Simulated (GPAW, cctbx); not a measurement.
# Bonding in NaTl2BiI6 as X-rays see it

Question: by how much does bonding change the X-ray structure factors of NaTl2BiI6, how firmly does DFT give the change, and what does a routine refinement make of it?

The cell comes from substitution in a known structure type and wasn't matched to any measured phase. All numbers below are calculated.

**1. Relax the structure**

The density hangs on the geometry, so cell and atoms are relaxed first, with the symmetry held. The cutoff is set higher than for the density because stress converges slowly with plane waves.

Settings: GPAW 26.7.0, PBE, 570 eV, 2×2×2 k-points, Fermi–Dirac width 0.05 eV, BFGS to 0.03 eV/Å.

```text
cell
1.0
     0.000000000    5.984000000    5.984000000
     5.984000000    0.000000000    5.984000000
     5.984000000    5.984000000    0.000000000
Bi Tl I Na
1 2 6 1
Direct
0.000000000 0.000000000 0.000000000
0.250000000 0.250000000 0.250000000
0.750000000 0.750000000 0.750000000
0.744100000 0.744100000 0.255900000
0.744100000 0.255900000 0.744100000
0.255900000 0.744100000 0.255900000
0.255900000 0.744100000 0.744100000
0.255900000 0.255900000 0.744100000
0.744100000 0.255900000 0.255900000
0.500000000 0.500000000 0.500000000
```

```console
$ OMP_NUM_THREADS=1 mpirun -n 4 gpaw python run.py > gpaw.log
```

```text
BFGS:    0      -25.611006        0.478152
BFGS:    1      -25.634091        0.421181
BFGS:    2      -25.745298        0.371173
BFGS:    3      -25.753000        0.362370
BFGS:    4      -25.851566        0.176088
BFGS:    5      -25.880622        0.077779
BFGS:    6      -25.883171        0.024273
cell  8.7462 8.7462 8.7462  60.00 60.00 60.00
volume 473.083 A^3, largest force 0.023 eV/A, largest stress 0.01 GPa
```

After 6 steps the volume has changed by +10.4 % and the energy by -0.272 eV; the largest stress left is 0.01 GPa. It took 1.9 min on 4 cores of Arm Neoverse V2 (shared host), peak memory 1.2 GiB.

Relaxed structure: Fm-3m (no. 225), a = 12.3689 Å, b = 12.3689 Å, c = 12.3689 Å, α = 90.00°, β = 90.00°, γ = 90.00°.

| atom | mult. | x | y | z |
| --- | --- | --- | --- | --- |
| Bi1 | 4 | 0 | 0 | 0 |
| Tl1 | 8 | 1/4 | 3/4 | 3/4 |
| I1 | 24 | 0 | 0 | 0.7523 |
| Na1 | 4 | 1/2 | 0 | 0 |

**2. The all-electron density**

X-rays see the whole electron density, so the PAW density is rebuilt with its core regions. Subtracting spherical free atoms from the same code cancels the cores and leaves the deformation density Δρ, the part due to bonding.

Settings: PBE, 450 eV, 3×3×3 k-points, Fermi–Dirac width 0.05 eV; primitive cell of 10 atoms.

```console
$ OMP_NUM_THREADS=1 mpirun -n 4 gpaw python run.py > gpaw.log
```

```text
|iter:   1|       0s |  -27.467241 | -0.81 |       |
|iter:   2|       2s |  -27.120100 | -2.35 | -1.24 |
|iter:   3|       3s |  -25.988769 | -2.00 | -1.29 |
...
|iter:   8|      12s |  -25.908913c| -6.36 | -3.81 |
|iter:   9|      13s |  -25.908915c| -7.19 | -4.50c|
|iter:  10|      15s |  -25.908915c| -7.90c| -5.13c|
```

```text
grid (90, 90, 90)  electrons 574.000  moved by bonding 1.849 e
deformation density beyond 0.5 A of the nuclei: max 0.044, min -0.057 e/A^3
atom        x       y       z   Voronoi charge  moment
Bi1    0.0000  0.0000  0.0000      0.429       0.00
Tl2    0.2500  0.2500  0.2500      0.486       0.00
Tl3    0.7500  0.7500  0.7500      0.486       0.00
I 4    0.7523  0.7523  0.2477     -0.261       0.00
I 5    0.7523  0.2477  0.7523     -0.261       0.00
I 6    0.2477  0.7523  0.2477     -0.261       0.00
I 7    0.2477  0.7523  0.7523     -0.261       0.00
I 8    0.2477  0.2477  0.7523     -0.261       0.00
I 9    0.7523  0.2477  0.2477     -0.261       0.00
Na10   0.5000  0.5000  0.5000      0.166       0.00
mean inner potential of superposed free atoms 10.983 V
total magnetic moment 0.000 muB
```

Deformation density in a plane through the shortest contact of the Bi atom at the origin, in 0.01 e/Å³ (clipped at ±99); x from -1.6 to 4.7 Å, y from 2.4 down to -2.4 Å:

```text
  1   1   0  -2  -3  -1   1   1   0   0   0   0   0   0   0   1
  0   1   2   2   3   2   1   1   0   0   0   0   0   0   0   0
  0   0   1   3   4   2   0   0   0   0   1   1   1   0   0   0
  0  -1  -2  -1   0  -2  -2  -1   0   1   1   2   2   1   0   0
  1  -2  -5  -1   1  -2  -4  -1   1   1   0   1   2   1   1   0
  3  -1  -1  -1   .   0  -3   0   3   1  -2   .   0   0   1   0
  4  -1   2   .   .   1   0   1   4   0   0   .   .  -1   1   1
  3  -1  -1  -1   .   0  -3   0   3   1  -2   .  -1   0   1   0
  1  -2  -5  -1   1  -2  -4  -1   1   1   0   1   2   1   1   0
  0  -1  -2  -1   0  -2  -2  -1   0   1   1   2   2   1   0   0
  0   0   1   3   4   2   0   0   0   0   1   1   1   0   0   0
  0   1   2   2   2   2   1   1   0   0   0   0   0   0   0   0
  1   1   0  -2  -3  -1   1   1   0   0   0   0   0   0   0   1
```

Atoms in or within 0.15 Å of the plane: Bi (0.0, 0.0), I (3.1, 0.0) Å. Dots mark points within about 0.45 Å of a nucleus; large values next to them are atomic features.

I gains most (-0.26 e) and Tl loses most (+0.49 e); I is the most electronegative element, but the order of the others doesn't follow electronegativity. Such charges fall far short of formal ones, since overlapping free atoms already put density on their neighbours. Along the shortest contact from the Bi atom at the map's origin, Bi–I at 3.06 Å, Δρ is +0.04 e/Å³ at the midpoint and highest, +0.04, 1.79 Å from Bi (points within 0.5 Å of a nucleus left out): little piles up between the atoms. At the midpoints of other shortest contacts it is +0.01 (I–Na, 3.12 Å) e/Å³. Point values carry grid noise of about 0.01 e/Å³. The run needed 10 iterations, 25 s.

**3. Structure factors**

The Fourier components of Δρ, added to those of the free atoms, give the static X-ray structure factors; the Mott–Bethe relation turns them into the Fourier components V of the potential that fast electrons feel.

```text
static structure factors of the conventional cell: F in electrons, V (Mott-Bethe) in volts
   h  k  l      d  |F| table  |F| free   |F| DFT   change   |V| free  |V| DFT  change %
   1  1  1  7.1412   298.681   298.501   298.034   -0.467     0.944    1.001      6.1
   0  2  0  6.1844   137.864   138.128   139.822    1.693     1.301    1.144    -12.1
   0  2  2  4.3731   567.931   567.357   564.037   -3.320     1.528    1.682     10.1
   1  3  1  3.7294   260.455   260.259   259.920   -0.339     0.731    0.742      1.6
   2  2  2  3.5706  1365.411  1365.979  1368.082    2.103     5.481    5.417     -1.2
   0  4  0  3.0922  1981.560  1981.831  1982.528    0.697     7.260    7.244     -0.2
   1  3  3  2.8376   228.982   228.915   228.741   -0.175     0.563    0.566      0.6
   0  4  2  2.7658   106.699   106.892   106.613   -0.279     0.826    0.831      0.6
   2  4  2  2.5248   526.893   526.195   527.203    1.008     1.134    1.119     -1.4
   3  3  3  2.3804   201.935   201.944   201.788   -0.156     0.434    0.436      0.5
   1  5  1  2.3804   278.036   278.099   278.349    0.250     0.717    0.713     -0.5
   0  4  4  2.1865  1807.839  1808.019  1807.637   -0.382     5.635    5.639      0.1
   1  5  3  2.0907   250.755   250.853   250.891    0.039     0.585    0.585     -0.1
   2  4  4  2.0615    92.015    92.257    91.367   -0.890     0.603    0.612      1.5
```

The largest X-ray change is -3.32 e on 022, 0.6 % of |F|. For electrons V goes as (Z − F)/g², so a change of F counts against Z − F, which is small at low angle and wherever the atoms' terms cancel: |V| of 020 moves by -12.1 % (1.30 to 1.14 V) against +1.2 % in |F|. The tabulated Hartree–Fock atoms differ from the free DFT atoms by up to 0.70 e, so the choice of reference atom matters too.

**4. How cheap can the run be?**

Cutoff and k-mesh: one is changed at a time, to find what the result needs.

| run | ΔF 022 (e) | ΔF 222 (e) | ΔF 020 (e) | q(I) (e) | moved (e) | time |
| --- | --- | --- | --- | --- | --- | --- |
| 450 eV 3×3×3 | -3.320 | +2.103 | +1.693 | -0.261 | 1.849 | 25 s |
| 250 eV 3×3×3 | -3.361 | +2.052 | +1.715 | -0.261 | 1.843 | 11 s |
| 350 eV 3×3×3 | -3.335 | +2.088 | +1.697 | -0.262 | 1.793 | 18 s |
| 750 eV 3×3×3 | -3.316 | +2.101 | +1.694 | -0.261 | 1.860 | 47 s |
| 450 eV 1×1×1 | -3.429 | +2.460 | +1.344 | -0.255 | 1.936 | 10 s |
| 450 eV 2×2×2 | -3.373 | +2.182 | +1.702 | -0.266 | 1.879 | 19 s |

Within 0.07 e of the base on all three: 250 eV 3×3×3, 350 eV 3×3×3 and 750 eV 3×3×3. The largest error, 0.357 e, comes with 450 eV 1×1×1. Times are from shared hosts.

**5. What a spherical-atom refinement makes of it**

Routine crystallography fits spherical atoms. To see the bias, intensities are simulated from tabulated atoms plus the DFT change ΔF, so that bonding alone can misfit (30922 reflections of the full sphere, merged to the counts below, to 0.4 Å, 1.5 % proportional noise plus counting noise, assumed isotropic U as listed, Δρ smeared by the mean U) and refined with cctbx over different ranges.

| range | data | R1 | GooF | U Bi1 (true 0.0044) | U Tl1 (true 0.0044) | U I1 (true 0.0052) | U Na1 (true 0.0088) | largest shift (Å) | Δρ max, min (e/Å³) |
| --- | --- | --- | --- | --- | --- | --- | --- | --- | --- |
| all data | 836 | 0.0036 | 0.96 | 0.0044 | 0.0044 | 0.0052 | 0.0089 | 0.0001 | 0.40, -0.41 |
| low resolution, d > 0.84 | 118 | 0.0024 | 0.94 | 0.0045 | 0.0045 | 0.0052 | 0.0090 | 0.0001 | 0.11, -0.14 |
| high order, d < 0.75 | 681 | 0.0042 | 0.96 | 0.0044 | 0.0044 | 0.0052 | 0.0089 | 0.0001 | 0.34, -0.38 |
| occupancies free, d > 0.7 | 187 | 0.0025 | 0.92 | 0.0044 | 0.0044 | 0.0052 | 0.0089 | 0.0001 | 0.13, -0.15 |

With all data GooF is 0.96, so at this noise the bonding hardly shows; the top residual peak lies 0.63 Å from Bi and 2.43 Å from I. No U is off by more than 3 s.u. at low resolution. With Bi1 held at 1 and the scale free, the other occupancies refine to Tl1 0.999(0.001), I1 1.000(0.001) and Na1 0.995(0.007), within three s.u. of full.

**6. Answer**

Bonding moves 1.85 e in the primitive cell of NaTl2BiI6 and changes the structure factors of the conventional cell in the table above by at most 3.32 e (022, 0.6 %), and among reflections above 2 % of the strongest by up to 1.2 % (020). The shortest bond, Bi–I, has Δρ = +0.04 e/Å³ at its midpoint. Within 0.07 e of the base on all three: 250 eV 3×3×3, 350 eV 3×3×3 and 750 eV 3×3×3. The largest error, 0.357 e, comes with 450 eV 1×1×1. With all data GooF is 0.96, so at this noise the bonding hardly shows. Limits: static density, frozen cores, no spin–orbit coupling.

[Outputs are excerpts: Python notices, other lines and further rows are left out; steps that failed or that the build refused (PBEsol, TPSS) are not shown.]

[Logs are printed without paths, hosts, clocks, repeated set-up lines and the standing remarks that a program may print on its own settings, such as how far it seeks lower states.]
